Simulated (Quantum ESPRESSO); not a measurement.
# Gap and tunnelling decay at a withheld lattice constant: C, zinc blende or diamond type

How the rows were computed: Quantum ESPRESSO 7.5 (pw.x, pwcond.x with ikind = 0), PBE, GBRV ultrasoft, cubic crystals. κ is the slowest decay along [001] at mid-gap among three points across the current.

| a (Å) | gap on the mesh (eV) | κ (1/Å) |
| --- | --- | --- |
| 3.356 | 4.576 | 0.301 |
| 3.463 | 4.350 | 0.303 |
| 3.570 | 4.145 | 0.304 |
| 3.784 | 3.769 | 0.306 |

To predict: What are gap and κ at a = 3.677 Å?

**Worked estimate.** A line through the rows at 3.570 and 3.784 Å gives a gap of 4.145 + 0.500 × (3.769 − 4.145) = 3.96 eV and κ = 0.305 1/Å. The two-band model κ = 0.5123 √(m* E_g/4) needs m* = 0.340 at 3.570 Å; with that mass and the new gap, κ = 0.297 1/Å.

**The withheld run.** The gap is 3.951 eV and κ = 0.306 1/Å. The line misses the gap by +0.006 eV and κ by −0.3 %; the two-band estimate misses κ by −2.9 %.

**Limits.** The structure type is imposed. Local and semilocal gaps and decay constants are too small; no spin-orbit coupling. For an indirect gap m* is a fitting number alone.
